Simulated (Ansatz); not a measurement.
# BeSi2 (built on the sites of a database entry of CaSi2): phonons and vibrational spectra, part 2 of 2

Wanted: phonon frequencies of BeSi2 (built on the sites of a database entry of CaSi2) and what follows from them.

Ansatz 0.2.0; DFT PBEsol, scalar-relativistic, plane waves, PAW.

So far. Step 4 (Relaxing to small forces for the phonons): The largest force component left is 0.023 meV/Å and the pressure is -0.003 GPa, within the tolerances set. The cell now holds 12.36 Å³/atom. The relaxed cell has a = 2.782, c = 5.533 Å (conventional setting).

The structure was built from a prototype and need not be the compound's stable phase.

## Step 5: Linear response at the zone centre

The zone centre comes first: it holds the modes that light can see, as far as symmetry allows. No field response is asked, since the mesh shows no gap.

Contents of input.yaml:

```yaml
crystal:
  lattice:
    - [2.7820321755, 0.0, 0.0]
    - [-1.3910160877, 2.4093105381, 0.0]
    - [0.0, 0.0, 5.5325386777]
  atoms:
    - { symbol: Be, position: [0.0, 0.0, 0.0] }
    - { symbol: Si, position: [0.3333333333, 0.6666666667, 0.3184987978] }
    - { symbol: Si, position: [0.6666666667, 0.3333333333, 0.6815012022] }
kpoints:
  mp_grid: { grid: [15, 15, 8] }
hamiltonian:
  xc: pbesol
scf:
  occupations: { method: methfessel_paxton, width: 0.15 }
output:
  eigenvalues: true
phonons:
  method: dfpt
```

Command:

```
ansatz run input.yaml --threads 4 --pin off --max-ram 7168MiB --backend cpu --events-out ev --progress --plain --runs-dir out
```

Numbers of over 12 decimals in the logs are rounded to 6 here.

The log of the run:

```text
[...]
Crystal: 3 atoms, lattice volume = 37.083 Å³
Basis set: ecut = 420 eV, 739 PW (Γ), exchange–correlation on 40×40×80 points (8 copies of the dense FFT grid, shifted against one another)
Bands: 9, of which v1, the nominal top of the filled ones, is band 5 counted from 1 (4 counted from 0)
Symmetry: 12 space group operations
k-points: 488 of 1800 (irreducible under 2 space group operations, time reversal used)
[...]
SCF iter   1: F=—  HF=-1332.162848 eV  |F-HF|=—  |Δ(HF+E_count)|=         —  Δρ=2.29e-3  dr2=1.72e-3  ethr=1.77e-3  ⟨swp⟩=5.1  Hψ=33435  notcnv=0
[...]
SCF iter   8: F=-1332.162449 eV  HF=-1332.162449 eV  |F-HF|=2.27e-13  |Δ(HF+E_count)|=  9.42e-10  S|Δr|=    0.00e0  Δρ=8.88e-8  dr2=1.80e-12  ethr=1.00e-12  ⟨swp⟩=5.9  Hψ=23401  notcnv=0
SCF 1 converged in 8 iterations: F = -1332.162449 eV  dr2 = 1.80e-12
[...]
DFPT response loops at Γ: preconditioner auto → Kerker (q_TF=auto, 2.193 Å⁻¹) (partly filled bands, converged f_vac=0.000); β = 1.00, the filter's whole step (`scf.mixing.beta` (0.50) is not read by the response loops under this deck's `scf.mixing.preconditioner`; to damp them name `kerker` or `kerker_dos`, under which they read `scf.mixing.beta`, and type it under 1.00, their step now; both keys bind the ground state too); Broyden in place of MSR1
SCF converged after 8 iterations
[...]
Free energy (F): -1332.162449 eV
[...]
Internal energy: -1332.162815 eV  (E = F + TS)
E sigma→0 (E₀):  -1332.162540 eV
Entropy (-TS):   0.000367 eV (0.122 meV/atom)
Fermi energy:    10.085833 eV
[...]
--- Band table (eV; the first three rows and the last of 488) ---
[...]
--- Phonons (Γ-DFPT): 4 representative perturbations + reference, on 488 of 1800 k-points (Σ response iterations 11) ---
  k mesh reduced under 2 symmetry operations, with k and −k counted as one. Each operation leaves every solved perturbation unchanged. A smaller set is not used because it would not reduce the number of displacements times k-points to solve
  ASR residual: 1.146e-4 → 0.000e0 eV/Å²; symmetrization residual: 4.355e-7 eV/Å²
  ASR residual per site (eV/Å²): 1.15e-4 3.64e-5 3.64e-5
  Γ frequencies (cm⁻¹): 0.00 0.00 0.00 146.89 146.89 296.74 296.74 367.74 493.19
  non-analytic LO–TO correction: not included (Born effective charges unavailable; polar crystals: no LO–TO splitting at Γ)
```

The job ended after 15 s (4 threads of Arm Neoverse V1, shared host; peak memory 0.83 GiB).

The column dr2 measures how far the density is from self-consistency, as an energy; F and HF (Harris–Foulkes) agree once it is small.

This step gave:

* sum-rule residual before enforcement: 1.15e-4 eV/Å²
* point group: -3m
* highest optical mode at the zone centre (no LO-TO term): 493.2 cm⁻¹
* lowest optical zone-centre mode: 146.9 cm⁻¹

Patterns of degenerate modes are one choice out of their space. The modes at Γ (shares of kinetic energy by element, %):

| mode | frequency (cm⁻¹) | symmetry | Be % | Si % |
| --- | --- | --- | --- | --- |
| 1 | 0.0 | acoustic | 14 | 86 |
| 2 | 0.0 | acoustic | 14 | 86 |
| 3 | 0.0 | acoustic | 14 | 86 |
| 4 | 146.9 | Eg | 0 | 100 |
| 5 | 146.9 | Eg | 0 | 100 |
| 6 | 296.7 | Eu | 86 | 14 |
| 7 | 296.7 | Eu | 86 | 14 |
| 8 | 367.7 | A1g | 0 | 100 |
| 9 | 493.2 | A2u | 86 | 14 |

Displacements in mode 4 (146.9 cm⁻¹), the largest set to 1:
```
Be1  0.00  0.00  0.00
Si2  0.35 -1.00  0.00
Si3 -0.35  1.00  0.00
```

Displacements in mode 7 (296.7 cm⁻¹), the largest set to 1:
```
Be1  0.00  1.00  0.00
Si2  0.00 -0.16  0.00
Si3  0.00 -0.16  0.00
```

Before it was imposed, the acoustic sum rule was missed by 1.1e-4 eV/Å². Small misses are needed for a sound result but don't prove that mesh and cutoff are converged. The lowest optical mode is real, 147 cm⁻¹.

## Step 6: The dispersion

Stability and thermal properties need the whole zone. Linear response on a 3×3×2 q mesh gives force constants as far as a supercell of that size would.

Edit input.yaml of step 5 so:

```diff
@@ -19 +19,9 @@
   method: dfpt
+  qmesh: [3, 3, 2]
+  temperatures: { t_max: 1000, t_step: 50 }
+  qpath:
+    path:
+      - [[0.0, 0.0, 0.0], [0.5, 0.0, 0.0], [0.33333333, 0.33333333, 0.0], [0.0, 0.0, 0.0], [0.0, 0.0, 0.5], [0.5, 0.0, 0.5], [0.33333333, 0.33333333, 0.5], [0.0, 0.0, 0.5]]
+      - [[0.5, 0.0, 0.5], [0.5, 0.0, 0.0]]
+      - [[0.33333333, 0.33333333, 0.5], [0.33333333, 0.33333333, 0.0]]
+    npoints: 10
```

The log of the run:

```text
Warning: phonons: the dynamical matrix that this run interpolates holds no multipole term above the dipole-dipole one, and a site of this crystal is no centre of inversion, so its interpolated transverse optical and acoustic branches and sound speeds can stay off near Gamma, and the density of states and the thermodynamics with them. What a run solves at a wave vector of phonons.qpoints, Gamma apart, where the deck admits one, is free of this, and under fd what a larger phonons.supercell samples
[...]
Crystal: 3 atoms, lattice volume = 37.083 Å³
Basis set: ecut = 420 eV, 739 PW (Γ), exchange–correlation on 40×40×80 points (8 copies of the dense FFT grid, shifted against one another)
Bands: 9, of which v1, the nominal top of the filled ones, is band 5 counted from 1 (4 counted from 0)
Symmetry: 12 space group operations
k-points: 192 of 1800
[...]
SCF iter   1: F=—  HF=-1332.162850 eV  |F-HF|=—  |Δ(HF+E_count)|=         —  Δρ=2.29e-3  dr2=1.72e-3  ethr=1.77e-3  ⟨swp⟩=5.2  Hψ=13210  notcnv=0
[...]
SCF iter   8: F=-1332.162449 eV  HF=-1332.162449 eV  |F-HF|=1.36e-12  |Δ(HF+E_count)|=  8.67e-10  S|Δr|=    0.00e0  Δρ=8.58e-8  dr2=1.94e-12  ethr=1.00e-12  ⟨swp⟩=6.0  Hψ=9286  notcnv=0
SCF 1 converged in 8 iterations: F = -1332.162449 eV  dr2 = 1.94e-12
[...]
SCF iter   3: F=-1332.162449 eV  HF=-1332.162449 eV  |F-HF|=4.55e-13  |Δ(HF+E_count)|=  4.77e-12  S|Δr|=    0.00e0  Δρ=7.68e-8  dr2=1.43e-12  ethr=1.00e-12  ⟨swp⟩=1.3  Hψ=4610  notcnv=0
SCF 2 converged in 3 iterations: F = -1332.162449 eV  dr2 = 1.43e-12
phonons: the bands overlap, so this run is a metal and interpolates without the dipole-dipole term. If the crystal is really an insulator or semiconductor, its LO-TO splitting is missing
NSCF: frozen V_eff on 192 k-points
WARN: eigensolver did not converge in 13 slots of this pass, the one above among them; of largest residual over every band (k=28): 1 band(s) unlocked (lowest unlocked band 8, counted from 0; max residual 6.48e-2 eV among the unlocked bands, 6.48e-2 eV over every band); of lowest unlocked band (k=10): band 8
[...]
DFPT response loops at q = (0, 0, 0) (fractional): preconditioner auto → Kerker (q_TF=auto, 2.193 Å⁻¹) (partly filled bands, converged f_vac=0.000); β = 1.00, the filter's whole step (`scf.mixing.beta` (0.50) is not read by the response loops under this deck's `scf.mixing.preconditioner`; to damp them name `kerker` or `kerker_dos`, under which they read `scf.mixing.beta`, and type it under 1.00, their step now; both keys bind the ground state too); Broyden in place of MSR1
[...]
SCF converged after 8 iterations
[...]
Free energy (F): -1332.162449 eV
[...]
Internal energy: -1332.162815 eV  (E = F + TS)
E sigma→0 (E₀):  -1332.162540 eV
Entropy (-TS):   0.000367 eV (0.122 meV/atom)
Fermi energy:    10.085833 eV
[...]
--- Band table (eV; the first three rows and the last of 192) ---
[...]
--- Phonons (Γ-DFPT): 4 representative perturbations + reference (Σ response iterations 10) ---
  ASR residual: 1.163e-4 → 0.000e0 eV/Å²; symmetrization residual: 2.832e-8 eV/Å²
  ASR residual per site (eV/Å²): 1.16e-4 3.52e-5 3.52e-5
  Γ frequencies (cm⁻¹): 0.00 0.00 0.00 146.89 146.89 296.74 296.74 367.74 493.19
--- Phonons (arbitrary-q DFPT): 6 irreducible q on the 3×3×2 mesh ---
  q = [0.0000, 0.0000, 0.0000] (star 1, of the zone-centre solve; hermiticity 6.50e-9, symmetrization 3.82e-12): 0.00 0.00 0.00 146.89 146.89 296.74 296.74 367.74 493.19
  q = [0.0000, 0.0000, -0.5000] (star 1, 4 solved perturbations in 1360 linear systems a pass and spin channel, the states on 488 of 1800 k-point pairs; hermiticity 1.36e-8, symmetrization 4.00e-11): 40.75 40.75 110.98 110.98 208.37 218.27 267.18 267.18 495.99
  q = [0.0000, 0.3333, 0.0000] (star 6, 6 solved perturbations on 960 of 1800 k-point pairs; hermiticity 1.36e-8, symmetrization 7.71e-11): -87.89 48.82 118.48 156.80 213.43 227.42 227.60 365.55 466.15
[...]
sum rule: each row above includes the acoustic sum rule's correction from the zone centre's row sums; it moved no ω² by more than (1.87 cm⁻¹)²
  mesh force constants: q→R imaginary residual 0.00e0; ASR residual 1.163e-4 → 0.000e0 eV/Å²; symmetrization residual 1.332e-15 eV/Å²
  interpolated dispersion: 93 rows × 9 modes
  density of states and harmonic sums: on the 27×27×12 q-mesh, interpolated from the force constants of a 3×3×2 supercell (no non-analytic term)
  largest difference from the sums on the solved wave vectors: F 4.77e-2 eV, S 6.02e-5 and C_V 1.97e-5 eV/K
  zero-point energy: 0.114351 eV/cell   skipped modes (ω ≤ 0): 1250, of them read as no rigid motion or as one in doubt: 1247 (1.534e0 modes/cell left out, lowest -175.44 cm⁻¹)   left out of the sums: 1.71e-1 of the cell's modes: C_V's classical limit lies that fraction below 3 k_B per atom; for a crystal, a wire or a layer, F and S can be off by more, and a phonons.interpolated_qmesh denser along its periods is the remedy for the sampling
```

The job ended after 2.2 min (4 threads; peak memory 1.1 GiB).

Numbers from this step:

```
sum-rule residual before enforcement                    : 1.16e-4 eV/Å²
lowest frequency on the path                            : -175.6 cm⁻¹
highest frequency on the path or at a solved wavevector : 496 cm⁻¹
lowest mode on the q mesh (acoustic modes at Γ apart)   : -162.1 cm⁻¹
```

Frequencies (cm⁻¹) solved at each irreducible wavevector; negative means imaginary. Frequencies by wavevector, by row:

| q in reciprocal lattice units | star | mode 1 | mode 2 | mode 3 | mode 4 | mode 5 | mode 6 | mode 7 | mode 8 | mode 9 |
| --- | --- | --- | --- | --- | --- | --- | --- | --- | --- | --- |
| 0 0 0 | 1 | 0 | 0 | 0 | 146.9 | 146.9 | 296.7 | 296.7 | 367.7 | 493.2 |
| 0 0 -0.5 | 1 | 40.8 | 40.8 | 111 | 111 | 208.4 | 218.3 | 267.2 | 267.2 | 496 |
| 0 0.3333 0 | 6 | -87.9 | 48.8 | 118.5 | 156.8 | 213.4 | 227.4 | 227.6 | 365.6 | 466.1 |
| 0 0.3333 -0.5 | 6 | -129.7 | -39.5 | 99.8 | 132.6 | 236.7 | 252.7 | 297.5 | 324.9 | 474.5 |
| 0.3333 0.3333 0 | 2 | -162.1 | -162.1 | 68.6 | 269.4 | 269.4 | 272.2 | 299.5 | 299.5 | 452.1 |
| 0.3333 0.3333 -0.5 | 2 | 34.3 | 34.3 | 156 | 165.7 | 165.7 | 217.5 | 342.7 | 342.7 | 465.1 |

Interpolated from a 3×3×2 q mesh, rough between the solved points. The phonon branches at the labelled points (cm⁻¹):

| point | branch 1 | branch 2 | branch 3 | branch 4 | branch 5 | branch 6 | branch 7 | branch 8 | branch 9 |
| --- | --- | --- | --- | --- | --- | --- | --- | --- | --- |
| Γ | 0 | 0 | 0 | 147 | 147 | 297 | 297 | 368 | 493 |
| halfway | 18 | 106 | 119 | 123 | 172 | 213 | 251 | 378 | 475 |
| M | -164 | 96 | 114 | 197 | 201 | 225 | 285 | 333 | 458 |
| halfway | -175 | -72 | 88 | 218 | 249 | 253 | 289 | 325 | 455 |
| K | -162 | -162 | 69 | 269 | 269 | 272 | 300 | 300 | 452 |
| halfway | -66 | 48 | 144 | 165 | 176 | 198 | 259 | 371 | 470 |
| Γ | 0 | 0 | 0 | 147 | 147 | 297 | 297 | 368 | 493 |
| halfway | 15 | 15 | 100 | 133 | 133 | 282 | 282 | 320 | 496 |
| A | 41 | 41 | 111 | 111 | 208 | 218 | 267 | 267 | 496 |
| halfway | -122 | -11 | 71 | 124 | 223 | 258 | 289 | 312 | 481 |
| L | -102 | -58 | 143 | 180 | 185 | 248 | 310 | 336 | 470 |
| halfway | -79 | -48 | 148 | 178 | 200 | 213 | 329 | 340 | 468 |
| H | 34 | 34 | 156 | 166 | 166 | 218 | 343 | 343 | 465 |
| halfway | -123 | -74 | 119 | 123 | 224 | 251 | 307 | 312 | 477 |
| A | 41 | 41 | 111 | 111 | 208 | 218 | 267 | 267 | 496 |
| jump to L | -102 | -58 | 143 | 180 | 185 | 248 | 310 | 336 | 470 |
| halfway | -137 | 17 | 136 | 156 | 225 | 251 | 281 | 338 | 464 |
| M | -164 | 96 | 114 | 197 | 201 | 225 | 285 | 333 | 458 |
| jump to H | 34 | 34 | 156 | 166 | 166 | 218 | 343 | 343 | 465 |
| halfway | -126 | -126 | 111 | 222 | 222 | 251 | 328 | 328 | 459 |
| K | -162 | -162 | 69 | 269 | 269 | 272 | 300 | 300 | 452 |

The phonon branches as a text plot (rows in cm⁻¹):

```
    482 |*****            ********************     ********
    454 |     ************                    *****        ******
    426 |
    398 |
    370 |******          *******
    342 |      ****     *       *        ***********      *****
    314 |          *** *         *    ********     ***    *    **
    286 |***    ********    ******  *****            ****  ***
    258 | * ** *   **** **** *    **********         ***** *   **
    230 |  *  *******  * *  *      **  ***  **  * ***   ********
    202 |   ** ****     ****       ****   *  *** *** ****** ***
    174 |  *****         *****    *        *********        *
    146 |***             *********       ************     **  *
    118 |   ******      *  **     ********          ******  **
     90 |  **   *****  *    *    *  *   *            ****   ** *
     62 | **  **  *  **   *  *  *    ***                        *
     34 |**                   *   *****        ***      **
      6 |*   *                 ***                     *   *
    -22 | ***               ***     *  **      *  *    *
    -50 |                  *             ******  * *  *   *
    -78 |          *     **          *       **   * ***       *
   -106 |     *         **            *  ****      * *    *
   -134 |      *    *  **              **           *      *   *
   -162 |       ********                                    **  *
         Γ       M    K        Γ   A       L    H       A|L M|H K
```

Tetrahedra on a 27×27×12 mesh, mean over bins of 10 cm-1. Interpolated from a 3×3×2 q mesh, rough between the solved points. Table of phonon density of states by wavenumber; read off at these points:

| wavenumber (cm⁻¹) | phonon density of states (1/cm⁻¹/cell) |
| --- | --- |
| -175 | 0.0014 |
| -145 | 0.00886 |
| -115 | 0.0113 |
| -75 | 0.00695 |
| -45 | 0.0105 |
| -15 | 0.00514 |
| 15 | 0.0043 |
| 45 | 0.00647 |
| 85 | 0.0105 |
| 115 | 0.0220 |
| 135 | 0.0330 |
| 145 | 0.0221 |
| 175 | 0.0216 |
| 205 | 0.0241 |
| 235 | 0.0278 |
| 255 | 0.0323 |
| 275 | 0.0209 |
| 305 | 0.0116 |
| 335 | 0.0333 |
| 365 | 0.00875 |
| 395 | 0 |
| 435 | 0 |
| 465 | 0.0427 |
| 495 | 0.00563 |

The partial phonon density of states has structure finer than the step of the table below, so its rows give means over 25 cm⁻¹, whole bins alone (the curve runs from -185 to 521 cm⁻¹). Peaks (cm⁻¹: height): Be -118.1: 0.00581, 259.1: 0.0145, 334.5: 0.00882, 467.6: 0.0322; Si -56.0: 0.0120, 130.4: 0.0290, 214.7: 0.0206, 339.0: 0.0206, 467.6: 0.00524.

Phonopy on the run's constants, 21x21x11 mesh, Gaussian sigma 5.0 cm-1. Interpolated from a 3×3×2 q mesh, rough between the solved points. The partial phonon density of states by wavenumber; means over each step; values in 1/cm⁻¹/cell:

| wavenumber (cm⁻¹) | Be | Si |
| --- | --- | --- |
| -150 | 0.00425 | 0.00442 |
| -125 | 0.00524 | 0.00563 |
| -100 | 0.00419 | 0.00473 |
| -75 | 0.00325 | 0.00639 |
| -50 | 0.00364 | 0.00972 |
| -25 | 0.00166 | 0.00458 |
| 0 | 5.2e-4 | 0.00140 |
| 25 | 0.00121 | 0.00332 |
| 50 | 0.00193 | 0.00583 |
| 75 | 0.00167 | 0.00721 |
| 100 | 0.00174 | 0.0116 |
| 125 | 0.00205 | 0.0247 |
| 150 | 0.00156 | 0.0181 |
| 175 | 0.00151 | 0.0164 |
| 200 | 0.00380 | 0.0184 |
| 225 | 0.00817 | 0.0196 |
| 250 | 0.0129 | 0.0176 |
| 275 | 0.00949 | 0.0130 |
| 300 | 0.00372 | 0.00845 |
| 325 | 0.00608 | 0.0141 |
| 350 | 0.00498 | 0.0126 |
| 375 | 0.00141 | 0.00433 |
| 400 | 1.9e-5 | 6.7e-5 |
| 425 | 2.9e-6 | 3.6e-7 |
| 450 | 0.00893 | 0.00145 |
| 475 | 0.0217 | 0.00402 |
| 500 | 0.00302 | 8.8e-4 |

Symmetry leaves 6 wavevectors to solve. The lowest mode among them, the acoustic zeros apart, lies at q = (0.333, 0.333, 0) and is imaginary, 162.1i cm⁻¹, so the energy falls along it. Between them the interpolated path dips to 176i cm⁻¹.

## Step 7: Isotope substitution

An isotope changes the mass and not the force constants, so no new electronic calculation is needed; the shifts show which modes move this element.

The same force constants with the mass of Si changed from 28.085 to 29.974 u (phonopy, no LO-TO term). Both lists are sorted by frequency; levels can cross, so a row need not hold one and the same mode. Modes under 3 cm⁻¹ are left out. Isotope shifts, by row:

| q | rank | natural mass (cm⁻¹) | changed mass (cm⁻¹) |
| --- | --- | --- | --- |
| 0 0 0 | 4 | 146.9 | 142.2 |
| 0 0 0 | 5 | 146.9 | 142.2 |
| 0 0 0 | 6 | 296.7 | 295.4 |
| 0 0 0 | 7 | 296.7 | 295.4 |
| 0 0 0 | 8 | 367.7 | 356 |
| 0 0 0 | 9 | 493.2 | 491 |
| 0 0 -0.5 | 1 | 40.75 | 39.66 |
| 0 0 -0.5 | 2 | 40.75 | 39.66 |
| 0 0 -0.5 | 3 | 111 | 107.4 |
| 0 0 -0.5 | 4 | 111 | 107.4 |
| 0 0 -0.5 | 5 | 208.4 | 201.7 |
| 0 0 -0.5 | 6 | 218.3 | 213.4 |
| 0 0 -0.5 | 7 | 267.2 | 265.7 |
| 0 0 -0.5 | 8 | 267.2 | 265.7 |
| 0 0 -0.5 | 9 | 496 | 491.1 |
| 0 0.3333 0 | 1 | -87.89 | -86.63 |
| 0 0.3333 0 | 2 | 48.81 | 47.54 |
| 0 0.3333 0 | 3 | 118.5 | 114.8 |
| 0 0.3333 0 | 4 | 156.8 | 152.4 |
| 0 0.3333 0 | 5 | 213.4 | 207.5 |
| 0 0.3333 0 | 6 | 227.4 | 220.7 |
| 0 0.3333 0 | 7 | 227.6 | 225.8 |
| 0 0.3333 0 | 8 | 365.6 | 357.1 |
| 0 0.3333 0 | 9 | 466.1 | 463.8 |
| 0 0.3333 -0.5 | 1 | -129.7 | -127.6 |
| 0 0.3333 -0.5 | 2 | -39.55 | -38.53 |
| 0 0.3333 -0.5 | 3 | 99.81 | 97.01 |
| 0 0.3333 -0.5 | 4 | 132.6 | 128.4 |
| 0 0.3333 -0.5 | 5 | 236.7 | 229.6 |
| 0 0.3333 -0.5 | 6 | 252.7 | 251 |
| 0 0.3333 -0.5 | 7 | 297.5 | 289.1 |
| 0 0.3333 -0.5 | 8 | 324.9 | 318 |
| 0 0.3333 -0.5 | 9 | 474.5 | 472.2 |

A mode of this element alone would shift by -3.20 %. The highest zone-centre frequency without the field goes from 493.2 to 491.0 cm⁻¹ (-0.4 %). The product of the frequency ratios over all optical modes at Γ is 0.895; the product rule, (m/m′)^(3k/2) (M′/M)^(3/2) with k = 2 such atoms and M the mass of the cell, gives 0.895.

## Step 8: Summary of results

```json
{
 "space group after relaxation (within 0.01 Å)": "P-3m1",
 "volume per atom": "12.4 Å³",
 "electronic character": "no gap on this mesh",
 "highest optical mode at the zone centre (no LO-TO term)": "493 cm⁻¹",
 "lowest optical zone-centre mode": "147 cm⁻¹",
 "lowest mode on the q mesh (acoustic modes at Γ apart)": "-162 cm⁻¹",
 "highest frequency on the path or at a solved wavevector": "496 cm⁻¹",
 "imaginary modes on the 3×3×2 q mesh": "yes"
}
```

Modes are clearly imaginary (beyond 10i cm⁻¹) at 3 of the 6 irreducible wavevectors, most at q = (0.333, 0.333, 0) (162.1i cm⁻¹), so this structure is not a minimum of the energy. The optical modes at Γ span 147 to 493 cm⁻¹. The highest mode in this list at Γ, 493.2 cm⁻¹, is mostly motion of Be (86 % of the kinetic energy). The q mesh stands for a supercell only 8.3 Å across, so branches between the solved wavevectors are rough. With no gap, or one that is small against the smearing, the frequencies hang on the k mesh and the smearing, most of all near Kohn anomalies. A phonon run warned that its eigensolver left some bands unconverged in a pass. The starting cell was built on a prototype and not taken from a measurement, so the phase need not exist. These are harmonic frequencies at zero temperature: anharmonic shifts, linewidths and thermal expansion are left out.

[Logs are printed without paths, hosts, clocks, repeated set-up lines and the standing remarks that a program may print on its own settings, such as how far it seeks lower states.]

[Hosts, paths, dates, database ids (printed as entryN), source tags and the programs' standing remarks are cut or masked in the printed files.]
